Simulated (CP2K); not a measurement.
Consider methyl isocyanide at its PBE geometry (Å).

```xyz
6

C    -0.4841    0.0071   -0.0018
N     0.9377   -0.0091    0.0083
C     2.1185   -0.0328    0.0097
H    -0.8585   -0.6979   -0.7550
H    -0.8695   -0.2823    0.9841
H    -0.8441    1.0151   -0.2452
```

Method: CP2K XAS_TDP, all-electron GAPW, PBEh(45%), aug-cc-pVTZ, TDA, no relativity.

Question: Predict the bright core excitations at the N K edge.

Leading lines: N2 396.73 eV. The leading line of an atom is its first one with 35 % of the strongest within 2.5 eV of its lowest line over the strength cut. 

The first six lines of each atom with a strength over 0.0015:

```
              atom  energy (eV)  states  strength, one atom
N2 (bonded to 2 C)       396.73       2              0.0836
                         400.20       1              0.0097
                         401.22       1              0.0050
                         401.50       2              0.0025
                         401.56       1              0.0022
                         402.46       1              0.0019
```

Lines are vertical, at one geometry, with no vibrational structure. Without a correction of the core level, line positions, and the gaps between valence and Rydberg lines, follow the share of exact exchange. At this level such K lines come out 3 to 6 eV under measured ones. These values hold no scalar relativity, about 0.2 eV for N 1s. Rydberg lines, and the discretised continuum above threshold, depend on the basis and the box.

[Banner, clock and machine lines of the logs are left out without a mark of their own.]

[Logs are printed without paths, hosts, clocks, repeated set-up lines and the standing remarks that a program may print on its own settings, such as how far it seeks lower states.]

[Hosts, paths, dates, database ids (printed as entryN), source tags and the programs' standing remarks are cut or masked in the printed files.]
